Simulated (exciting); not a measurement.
The Tl L₃ edge of atom 1 in YTlO2, space group R-3m, with 6 O at 2.94 Å (6-fold, site symmetry -3m), was computed at 2 levels: exchange and screened direct term (singlet BSE) and independent particles. Common settings: exciting, all-electron LAPW+lo, LDA, 3×3×3 shifted k points, 30 conduction bands, |G+q| up to 3 bohr⁻¹ (2 in the exchange term), full RPA screening with nempty = 56, Lorentzian half width 2.83 eV.

Energy from the Kohn–Sham onset, core level to the lowest empty state found on the meshes used; all runs on one relative scale:

```csv
E (eV),run 1,run 2
-11.5,0.09,0.07
-11.0,0.10,0.08
-10.5,0.10,0.08
-10.0,0.11,0.08
-9.5,0.11,0.09
-9.0,0.12,0.09
-8.5,0.13,0.10
-8.0,0.14,0.10
-7.5,0.14,0.11
-7.0,0.15,0.11
-6.5,0.17,0.12
-6.0,0.18,0.13
-5.5,0.19,0.14
-5.0,0.21,0.15
-4.5,0.23,0.16
-4.0,0.25,0.17
-3.5,0.28,0.18
-3.0,0.31,0.20
-2.5,0.34,0.22
-2.0,0.38,0.24
-1.5,0.43,0.27
-1.0,0.48,0.30
-0.5,0.55,0.33
0.0,0.61,0.37
0.5,0.68,0.41
1.0,0.75,0.46
1.5,0.82,0.51
2.0,0.88,0.56
2.5,0.94,0.60
3.0,1.01,0.65
3.5,1.07,0.69
4.0,1.13,0.73
4.5,1.20,0.78
5.0,1.27,0.82
5.5,1.35,0.87
6.0,1.45,0.92
6.5,1.54,0.98
7.0,1.65,1.05
7.5,1.77,1.12
8.0,1.89,1.20
8.5,2.02,1.29
9.0,2.14,1.39
9.5,2.26,1.50
10.0,2.36,1.61
10.5,2.44,1.73
11.0,2.51,1.85
11.5,2.55,1.97
12.0,2.57,2.09
12.5,2.57,2.20
13.0,2.56,2.30
13.5,2.52,2.39
14.0,2.46,2.48
14.5,2.38,2.54
15.0,2.28,2.58
15.5,2.16,2.58
16.0,2.04,2.56
16.5,1.92,2.50
17.0,1.82,2.42
17.5,1.72,2.33
18.0,1.64,2.24
18.5,1.57,2.16
19.0,1.51,2.07
19.5,1.45,2.00
20.0,1.40,1.93
20.5,1.35,1.87
21.0,1.31,1.81
21.5,1.27,1.77
22.0,1.23,1.73
22.5,1.18,1.68
```

Which run is which, and why?

Run 1: exchange and screened direct term (singlet BSE); highest local maximum in the window at 12.4 eV. Run 2: independent particles; highest local maximum in the window at 15.4 eV. The attractive direct term pulls weight down: the curves pass 0.39 at -1.9 and 0.2 eV in the order of the runs. Fine structure above the first lines is partly noise of the 27-point mesh.

[Banner, clock and machine lines of the logs are left out without a mark of their own.]

[Logs are printed without paths, hosts, clocks, repeated set-up lines and the standing remarks that a program may print on its own settings, such as how far it seeks lower states.]

[Hosts, paths, dates, database ids (printed as entryN), source tags and the programs' standing remarks are cut or masked in the printed files.]
